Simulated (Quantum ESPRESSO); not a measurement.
**MnSi: magnetism against volume**

Aim: follow moments and order energies of MnSi with volume.

Method: PBE; plane waves with GBRV 1.5 PBE potentials, no spin-orbit coupling, in Quantum ESPRESSO 7.5.

The database entry behind the starting cell differs from later determinations by our own check (0.1 to 0.3 % short, probably kX units), so it need not match the best structure at ambient conditions.

**1. The structure**

It takes space group P2_13 (No. 198, cubic). Conventional cell: a = 4.548 Å, b = 4.548 Å, c = 4.548 Å, α = 90.00°, β = 90.00°, γ = 90.00°. Nearest to Mn lie 7 Si at 2.30 to 2.53 Å. Nearest to Si lie 7 Mn at 2.30 to 2.53 Å. Farther neighbours are not listed.

The cell comes from the Crystallography Open Database.

**2. Volume 0.92, ferro ++++**

All lengths scale alike; the factor is that of the volume. Atoms keep their fractional places. Seeded atoms are those given a starting moment.

pw.in reads:

```
&CONTROL
  calculation = 'scf'
  prefix = 'pwscf'
  outdir = './tmp'
  pseudo_dir = './pseudo'
  disk_io = 'nowf'
  tprnfor = .true.
  tstress = .true.
/
&SYSTEM
  ibrav = 0
  celldm(1) = 8
  nat = 8
  ntyp = 2
  ecutwfc = 40
  ecutrho = 280
  nbnd = 57
  occupations = 'smearing'
  smearing = 'fd'
  degauss = 0.00367493
  nspin = 2
  starting_magnetization(1) = 0.2333
  starting_magnetization(2) = 0
/
&ELECTRONS
  conv_thr = 1.6d-08
  electron_maxstep = 150
  mixing_beta = 0.3
/
ATOMIC_SPECIES
Mn     54.9380 mn_pbe_v1.5.uspp.F.UPF
Si     28.0850 si_pbe_v1.uspp.F.UPF
CELL_PARAMETERS alat
   1.0448612228813    0.0000000000000    0.0000000000000
   0.0000000000000    1.0448612228813    0.0000000000000
   0.0000000000000    0.0000000000000    1.0448612228813
ATOMIC_POSITIONS crystal
Mn      0.1380000000    0.1380000000    0.1380000000
Mn      0.3620000000    0.8620000000    0.6380000000
Mn      0.6380000000    0.3620000000    0.8620000000
Mn      0.8620000000    0.6380000000    0.3620000000
Si      0.8460000000    0.8460000000    0.8460000000
Si      0.6540000000    0.1540000000    0.3460000000
Si      0.3460000000    0.6540000000    0.1540000000
Si      0.1540000000    0.3460000000    0.6540000000
K_POINTS automatic
6 6 6 0 0 0
```

Command:

```console
> OMP_NUM_THREADS=1 mpirun -n 2 pw.x -nk 2 -in pw.in > pw.out
```

Log:

```text
Program PWSCF v.7.5 starts

     Message from routine setup:
     using ibrav=0 with symmetry is DISCOURAGED, use correct ibrav instead

     K-points division:     npool     =       2
     Subspace diagonalization in iterative solution of the eigenvalue problem:

     bravais-lattice index     =            0
     lattice parameter (alat)  =       8.0000  a.u.
     unit-cell volume          =     584.0443 (a.u.)^3
     number of atoms/cell      =            8
     number of atomic types    =            2
     number of electrons       =        76.00
     number of Kohn-Sham states=           57
     kinetic-energy cutoff     =      40.0000  Ry
     charge density cutoff     =     280.0000  Ry
     scf convergence threshold =      1.6E-08
     mixing beta               =       0.3000
     number of iterations used =            8  plain     mixing
     Exchange-correlation= SLA  PW   PBE  PBE
                           (   1   4   3   4   0   0   0)

     celldm(1)=   8.000000  celldm(2)=   0.000000  celldm(3)=   0.000000
     celldm(4)=   0.000000  celldm(5)=   0.000000  celldm(6)=   0.000000

     crystal axes: (cart. coord. in units of alat)
               a(1) = (   1.044861   0.000000   0.000000 )
               a(2) = (   0.000000   1.044861   0.000000 )
               a(3) = (   0.000000   0.000000   1.044861 )

     reciprocal axes: (cart. coord. in units 2 pi/alat)
               b(1) = (  0.957065  0.000000  0.000000 )
               b(2) = (  0.000000  0.957065  0.000000 )
               b(3) = (  0.000000  0.000000  0.957065 )

     PseudoPot. # 1 for Mn read from file:
     mn_pbe_v1.5.uspp.F.UPF
     Pseudo is Ultrasoft + core correction, Zval = 15.0

     PseudoPot. # 2 for Si read from file:
     si_pbe_v1.uspp.F.UPF
     Pseudo is Ultrasoft + core correction, Zval =  4.0

     atomic species   valence    mass     pseudopotential
     Mn               15.00    54.93800     Mn( 1.00)
     Si                4.00    28.08500     Si( 1.00)

     Starting magnetic structure
     atomic species   magnetization
     Mn              0.233
     Si              0.000

     12 Sym. Ops. (no inversion) found ( 9 have fractional translation)

   Cartesian axes

     site n.     atom                  positions (alat units)
         1        Mn     tau(   1) = (   0.1441908   0.1441908   0.1441908  )
         2        Mn     tau(   2) = (   0.3782398   0.9006704   0.6666215  )
         3        Mn     tau(   3) = (   0.6666215   0.3782398   0.9006704  )
         4        Mn     tau(   4) = (   0.9006704   0.6666215   0.3782398  )
         5        Si     tau(   5) = (   0.8839526   0.8839526   0.8839526  )
         6        Si     tau(   6) = (   0.6833392   0.1609086   0.3615220  )
         7        Si     tau(   7) = (   0.3615220   0.6833392   0.1609086  )
         8        Si     tau(   8) = (   0.1609086   0.3615220   0.6833392  )

     number of k points=    24  Fermi-Dirac smearing, width (Ry)=  0.0037
                       cart. coord. in units 2pi/alat
        k(    1) = (   0.0000000   0.0000000   0.0000000), wk =   0.0046296
        k(    2) = (   0.0000000   0.0000000   0.1595108), wk =   0.0277778
        k(    3) = (   0.0000000   0.0000000   0.3190216), wk =   0.0277778
        k(    4) = (   0.0000000   0.0000000  -0.4785324), wk =   0.0138889
        k(    5) = (   0.0000000   0.1595108   0.1595108), wk =   0.0555556
        [... 19 further k-points ...]

     Dense  grid:    46297 G-vectors     FFT dimensions: (  48,  48,  48)

     Smooth grid:    20005 G-vectors     FFT dimensions: (  36,  36,  36)

     Check: negative core charge=   -0.000041
     Generating pointlists ...
     new r_m :   0.2180 (alat units)  1.7439 (a.u.) for type    1
     new r_m :   0.2180 (alat units)  1.7439 (a.u.) for type    2

     Initial potential from superposition of free atoms

     starting charge      73.9970, renormalised to      76.0000
     Starting wfcs are   68 randomized atomic wfcs

     Self-consistent Calculation

     iteration #  1     ecut=    40.00 Ry     beta= 0.30
     Davidson diagonalization with overlap
     ethr =  1.00E-02,  avg # of iterations =  4.8

     total energy              =    -881.46899066 Ry
     estimated scf accuracy    <       7.10639121 Ry

     total magnetization       =     5.72 Bohr mag/cell
     absolute magnetization    =     6.93 Bohr mag/cell

     iteration #  2     ecut=    40.00 Ry     beta= 0.30
     Davidson diagonalization with overlap
     ethr =  9.35E-03,  avg # of iterations =  2.1

     total energy              =    -883.02223688 Ry
     estimated scf accuracy    <       2.69751523 Ry

     total magnetization       =     7.73 Bohr mag/cell
     absolute magnetization    =     8.88 Bohr mag/cell

     [... further iterations left out ...]

     iteration # 17     ecut=    40.00 Ry     beta= 0.30
     Davidson diagonalization with overlap
     ethr =  5.12E-10,  avg # of iterations =  3.6

     total energy              =    -883.47282272 Ry
     estimated scf accuracy    <       0.00000005 Ry

     total magnetization       =     3.38 Bohr mag/cell
     absolute magnetization    =     3.87 Bohr mag/cell

     iteration # 18     ecut=    40.00 Ry     beta= 0.30
     Davidson diagonalization with overlap
     ethr =  6.88E-11,  avg # of iterations =  3.0

     Magnetic moment per site  (integrated on atomic sphere of radius R)
     atom   1 (R=0.218)  charge= 12.9058  magn=  0.8438
     atom   2 (R=0.218)  charge= 12.9058  magn=  0.8438
     atom   3 (R=0.218)  charge= 12.9058  magn=  0.8438
     atom   4 (R=0.218)  charge= 12.9058  magn=  0.8438
     atom   5 (R=0.218)  charge=  1.6839  magn= -0.0305
     atom   6 (R=0.218)  charge=  1.6839  magn= -0.0305
     atom   7 (R=0.218)  charge=  1.6839  magn= -0.0305
     atom   8 (R=0.218)  charge=  1.6839  magn= -0.0305

     End of self-consistent calculation

     [... lines left out ...]
     the Fermi energy is    17.1449 ev

!    total energy              =    -883.47282294 Ry
     estimated scf accuracy    <          9.5E-09 Ry
     smearing contrib. (-TS)   =      -0.00358925 Ry
     internal energy E=F+TS    =    -883.46923369 Ry

     The total energy is F=E-TS. E is the sum of the following terms:
     one-electron contribution =    -436.40319989 Ry
     hartree contribution      =     263.90114916 Ry
     xc contribution           =    -124.66460680 Ry
     ewald contribution        =    -586.30257616 Ry

     total magnetization       =     3.37 Bohr mag/cell
     absolute magnetization    =     3.87 Bohr mag/cell

     convergence has been achieved in  18 iterations

     Forces acting on atoms (cartesian axes, Ry/au):

     atom    1 type  1   force =     0.00086551    0.00086551    0.00086551
     atom    2 type  1   force =    -0.00086551   -0.00086551    0.00086551
     atom    3 type  1   force =     0.00086551   -0.00086551   -0.00086551
     atom    4 type  1   force =    -0.00086551    0.00086551   -0.00086551
     atom    5 type  2   force =    -0.00037931   -0.00037931   -0.00037931
     atom    6 type  2   force =     0.00037931    0.00037931   -0.00037931
     atom    7 type  2   force =    -0.00037931    0.00037931    0.00037931
     atom    8 type  2   force =     0.00037931   -0.00037931    0.00037931

     Total force =     0.003274     Total SCF correction =     0.000043

     Computing stress (Cartesian axis) and pressure

          total   stress  (Ry/bohr**3)                   (kbar)     P=      145.36
   0.00098812   0.00000000   0.00000000          145.36        0.00        0.00
   0.00000000   0.00098812   0.00000000            0.00      145.36        0.00
   0.00000000   0.00000000   0.00098812            0.00        0.00      145.36

=------------------------------------------------------------------------------=
   JOB DONE.
=------------------------------------------------------------------------------=
```

Elapsed: 2.4 min, on 2 MPI ranks of Intel Xeon at 2.70GHz, shared host; peak memory 0.41 GiB.

Spin moment in the atom's sphere by atom:

```csv
atom,spin moment in the atom's sphere (μB)
Mn1,0.844
Mn2,0.844
Mn3,0.844
Mn4,0.844
Si5,-0.030
Si6,-0.030
Si7,-0.030
Si8,-0.030
```

Numbers from this step:

```yaml
smearing_term_ts: 0.04883 eV
pressure: 14.54 GPa
magnetization: 3.374 μB
absolute_magnetization: 3.868 μB
final_state: ferromagnetic
```

**3. Volume 0.92, antiferro ++--**

Edit pw.in of step 2 so:

```diff
@@ -13,6 +13,6 @@
   nat = 8
-  ntyp = 2
+  ntyp = 3
   ecutwfc = 40
   ecutrho = 280
-  nbnd = 57
+  nbnd = 50
   occupations = 'smearing'
@@ -22,3 +22,4 @@
   starting_magnetization(1) = 0.2333
-  starting_magnetization(2) = 0
+  starting_magnetization(2) = -0.2333
+  starting_magnetization(3) = 0
 /
@@ -30,3 +31,4 @@
 ATOMIC_SPECIES
-Mn     54.9380 mn_pbe_v1.5.uspp.F.UPF
+Mn1    54.9380 mn_pbe_v1.5.uspp.F.UPF
+Mn2    54.9380 mn_pbe_v1.5.uspp.F.UPF
 Si     28.0850 si_pbe_v1.uspp.F.UPF
@@ -37,6 +39,6 @@
 ATOMIC_POSITIONS crystal
-Mn      0.1380000000    0.1380000000    0.1380000000
-Mn      0.3620000000    0.8620000000    0.6380000000
-Mn      0.6380000000    0.3620000000    0.8620000000
-Mn      0.8620000000    0.6380000000    0.3620000000
+Mn1     0.1380000000    0.1380000000    0.1380000000
+Mn1     0.3620000000    0.8620000000    0.6380000000
+Mn2     0.6380000000    0.3620000000    0.8620000000
+Mn2     0.8620000000    0.6380000000    0.3620000000
 Si      0.8460000000    0.8460000000    0.8460000000
```

Log:

```text
     [... lines left out ...]
Program PWSCF v.7.5 starts
     [... lines left out ...]
     number of atoms/cell      =            8
     [... lines left out ...]
     number of electrons       =        76.00
     number of Kohn-Sham states=           50
     kinetic-energy cutoff     =      40.0000  Ry
     charge density cutoff     =     280.0000  Ry
     scf convergence threshold =      1.6E-08
     [... lines left out ...]
      2 Sym. Ops. (no inversion) found ( 1 have fractional translation)
     [... lines left out ...]
     number of k points=    80  Fermi-Dirac smearing, width (Ry)=  0.0037
     [... lines left out ...]
     iteration # 29     ecut=    40.00 Ry     beta= 0.30
     [... lines left out ...]
     Magnetic moment per site  (integrated on atomic sphere of radius R)
     atom   1 (R=0.218)  charge= 12.9061  magn=  0.1829
     atom   2 (R=0.218)  charge= 12.9061  magn=  0.1829
     atom   3 (R=0.218)  charge= 12.9059  magn= -0.1817
     atom   4 (R=0.218)  charge= 12.9059  magn= -0.1817
     atom   5 (R=0.218)  charge=  1.6824  magn=  0.0000
     atom   6 (R=0.218)  charge=  1.6824  magn=  0.0000
     atom   7 (R=0.218)  charge=  1.6822  magn= -0.0001
     atom   8 (R=0.218)  charge=  1.6822  magn= -0.0001
     [... lines left out ...]
     the Fermi energy is    17.1058 ev
!    total energy              =    -883.46389236 Ry
     estimated scf accuracy    <       0.00000001 Ry
     smearing contrib. (-TS)   =      -0.00543967 Ry
     [... lines left out ...]
     total magnetization       =     0.00 Bohr mag/cell
     absolute magnetization    =     0.83 Bohr mag/cell
     convergence has been achieved in  29 iterations
     [... lines left out ...]
     Total force =     0.006679     Total SCF correction =     0.000144
     [... lines left out ...]
          total   stress  (Ry/bohr**3)                   (kbar)     P=      124.59
     [... lines left out ...]
```

The job ended after 8.7 min (2 MPI ranks; peak memory 0.62 GiB; 17 min of CPU time).

Spin moment in the atom's sphere by atom:

```csv
atom,spin moment in the atom's sphere (μB)
Mn1,0.183
Mn2,0.183
Mn3,-0.182
Mn4,-0.182
Si5,0.000
Si6,0.000
Si7,0.000
Si8,0.000
```

Numbers from this step:

* smearing term TS: 0.07401 eV
* pressure: 12.46 GPa
* magnetization: 0 μB
* absolute magnetization: 0.831 μB
* final state: antiferromagnetic

**4. Volume 0.92, no spin polarisation**

pw.in reads:

```
&CONTROL
  calculation = 'scf'
  prefix = 'pwscf'
  outdir = './tmp'
  pseudo_dir = './pseudo'
  disk_io = 'nowf'
  tprnfor = .true.
  tstress = .true.
/
&SYSTEM
  ibrav = 0
  celldm(1) = 8
  nat = 8
  ntyp = 2
  ecutwfc = 40
  ecutrho = 280
  nbnd = 50
  occupations = 'smearing'
  smearing = 'fd'
  degauss = 0.00367493
/
&ELECTRONS
  conv_thr = 1.6d-08
  electron_maxstep = 150
  mixing_beta = 0.3
/
ATOMIC_SPECIES
Mn     54.9380 mn_pbe_v1.5.uspp.F.UPF
Si     28.0850 si_pbe_v1.uspp.F.UPF
CELL_PARAMETERS alat
   1.0448612228813    0.0000000000000    0.0000000000000
   0.0000000000000    1.0448612228813    0.0000000000000
   0.0000000000000    0.0000000000000    1.0448612228813
ATOMIC_POSITIONS crystal
Mn      0.1380000000    0.1380000000    0.1380000000
Mn      0.3620000000    0.8620000000    0.6380000000
Mn      0.6380000000    0.3620000000    0.8620000000
Mn      0.8620000000    0.6380000000    0.3620000000
Si      0.8460000000    0.8460000000    0.8460000000
Si      0.6540000000    0.1540000000    0.3460000000
Si      0.3460000000    0.6540000000    0.1540000000
Si      0.1540000000    0.3460000000    0.6540000000
K_POINTS automatic
6 6 6 0 0 0
```

Log:

```text
     [... lines left out ...]
Program PWSCF v.7.5 starts
     [... lines left out ...]
     number of atoms/cell      =            8
     [... lines left out ...]
     number of electrons       =        76.00
     number of Kohn-Sham states=           50
     kinetic-energy cutoff     =      40.0000  Ry
     charge density cutoff     =     280.0000  Ry
     scf convergence threshold =      1.6E-08
     [... lines left out ...]
     12 Sym. Ops. (no inversion) found ( 9 have fractional translation)
     [... lines left out ...]
     number of k points=    24  Fermi-Dirac smearing, width (Ry)=  0.0037
     [... lines left out ...]
     iteration # 11     ecut=    40.00 Ry     beta= 0.30
     [... lines left out ...]
     the Fermi energy is    17.1055 ev
!    total energy              =    -883.46386029 Ry
     estimated scf accuracy    <          7.1E-09 Ry
     smearing contrib. (-TS)   =      -0.00555602 Ry
     [... lines left out ...]
     convergence has been achieved in  11 iterations
     [... lines left out ...]
     Total force =     0.006727     Total SCF correction =     0.000011
     [... lines left out ...]
          total   stress  (Ry/bohr**3)                   (kbar)     P=      123.94
     [... lines left out ...]
```

The job ended after 38 s (2 MPI ranks; peak memory 0.33 GiB; 76 s of CPU time).

This step gave:

```yaml
smearing_term_ts: 0.07559 eV
pressure: 12.39 GPa
final_state: non-magnetic (no spin polarisation)
```

**5. Volume 1.08, ferro ++++**

Edit pw.in of step 4 so:

```diff
@@ -16,3 +16,3 @@
   ecutrho = 280
-  nbnd = 50
+  nbnd = 57
   occupations = 'smearing'
@@ -20,2 +20,5 @@
   degauss = 0.00367493
+  nspin = 2
+  starting_magnetization(1) = 0.2333
+  starting_magnetization(2) = 0
 /
@@ -30,5 +33,5 @@
 CELL_PARAMETERS alat
-   1.0448612228813    0.0000000000000    0.0000000000000
-   0.0000000000000    1.0448612228813    0.0000000000000
-   0.0000000000000    0.0000000000000    1.0448612228813
+   1.1022258392721    0.0000000000000    0.0000000000000
+   0.0000000000000    1.1022258392721    0.0000000000000
+   0.0000000000000    0.0000000000000    1.1022258392721
 ATOMIC_POSITIONS crystal
```

Log:

```text
     [... lines left out ...]
Program PWSCF v.7.5 starts
     [... lines left out ...]
     number of atoms/cell      =            8
     [... lines left out ...]
     number of electrons       =        76.00
     number of Kohn-Sham states=           57
     kinetic-energy cutoff     =      40.0000  Ry
     charge density cutoff     =     280.0000  Ry
     scf convergence threshold =      1.6E-08
     [... lines left out ...]
     12 Sym. Ops. (no inversion) found ( 9 have fractional translation)
     [... lines left out ...]
     number of k points=    24  Fermi-Dirac smearing, width (Ry)=  0.0037
     [... lines left out ...]
     iteration # 16     ecut=    40.00 Ry     beta= 0.30
     [... lines left out ...]
     Magnetic moment per site  (integrated on atomic sphere of radius R)
     atom   1 (R=0.230)  charge= 13.0574  magn=  1.8541
     atom   2 (R=0.230)  charge= 13.0574  magn=  1.8541
     atom   3 (R=0.230)  charge= 13.0574  magn=  1.8541
     atom   4 (R=0.230)  charge= 13.0574  magn=  1.8541
     atom   5 (R=0.230)  charge=  1.8149  magn= -0.0955
     atom   6 (R=0.230)  charge=  1.8149  magn= -0.0955
     atom   7 (R=0.230)  charge=  1.8149  magn= -0.0955
     atom   8 (R=0.230)  charge=  1.8149  magn= -0.0955
     [... lines left out ...]
     the Fermi energy is    14.3650 ev
!    total energy              =    -883.45293273 Ry
     estimated scf accuracy    <          7.4E-10 Ry
     smearing contrib. (-TS)   =      -0.00397798 Ry
     [... lines left out ...]
     total magnetization       =     7.09 Bohr mag/cell
     absolute magnetization    =     8.50 Bohr mag/cell
     convergence has been achieved in  16 iterations
     [... lines left out ...]
     Total force =     0.014870     Total SCF correction =     0.000022
     [... lines left out ...]
          total   stress  (Ry/bohr**3)                   (kbar)     P=     -113.86
     [... lines left out ...]
```

Run time: 2.1 min. Hardware: 2 MPI ranks; peak memory 0.47 GiB; 4.2 min of CPU time.

Read from the output:

| Item | Value |
| --- | --- |
| smearing term TS | 0.05412 eV |
| pressure | -11.39 GPa |
| magnetization | 7.094 μB |
| absolute magnetization | 8.497 μB |
| final state | ferromagnetic |
| largest moment | 1.854 μB |

**6. The series**

The runs not shown differ from these in the moved quantity alone.

States, by row:

```csv
volume,ferro ++++,antiferro ++--,no spin polarisation
0.92,ferromagnetic,antiferromagnetic,non-magnetic
0.96,ferromagnetic,antiferromagnetic,non-magnetic
1,ferromagnetic,antiferromagnetic,non-magnetic
1.04,ferromagnetic,antiferromagnetic,non-magnetic
1.08,ferromagnetic,antiferromagnetic,non-magnetic
```

Largest site moment against volume:

```csv
volume (factor),ferro ++++ (μB),antiferro ++-- (μB)
0.9200,0.844,0.183
0.9600,0.953,0.389
1.0000,1.01,0.576
1.0400,1.06,0.809
1.0800,1.85,1.12
```

The energy less that of the parallel start by volume; values in meV a seeded atom:

```csv
volume (factor),antiferro ++--,no spin polarisation
0.9200,30.4,30.5
0.9600,43.0,44.9
1.0000,54.2,60.5
1.0400,61.6,76.0
1.0800,72.2,101
```

The energy over the lowest by volume; values in meV an atom:

```csv
volume (factor),ferro ++++,antiferro ++--,no spin polarisation
0.9200,27.1,42.3,42.4
0.9600,0,21.5,22.5
1.0000,0.688,27.8,31.0
1.0400,24.2,55.0,62.2
1.0800,61.0,97.1,112
```

**7. Summary of results**

```
moment, parallel start       : 0.844 to 1.85 μB
states met from these starts : antiferromagnetic and ferromagnetic
```

**Reading.** The moment of the parallel start goes from 0.844 μB at 0.92 to 1.85 μB at 1.08. One step is far larger than the others, the mark of a change of state, as between low and high spin. The net moment of the cell goes from 3.37 to 7.09 μB. The radius of the spheres follows the nearest distance, so part of the change of the site moments is the spheres'. The largest moment of the start antiferro ++-- lies between 0.183 and 1.12 μB. The start antiferro ++-- lies over the parallel one at every finished point, by 30.4 to 72.2 meV a seeded atom.

[Logs and program files are shortened in this print: banners, set-up blocks, solver, clock and traceback lines can be left out without a mark of their own.]

[Logs are printed without paths, hosts, clocks, repeated set-up lines and the standing remarks that a program may print on its own settings, such as how far it seeks lower states.]

[Hosts, paths, dates, database ids (printed as entryN), source tags and the programs' standing remarks are cut or masked in the printed files.]

[Where a cell is said to come from a database of computed structures, the database is the Materials Project.]
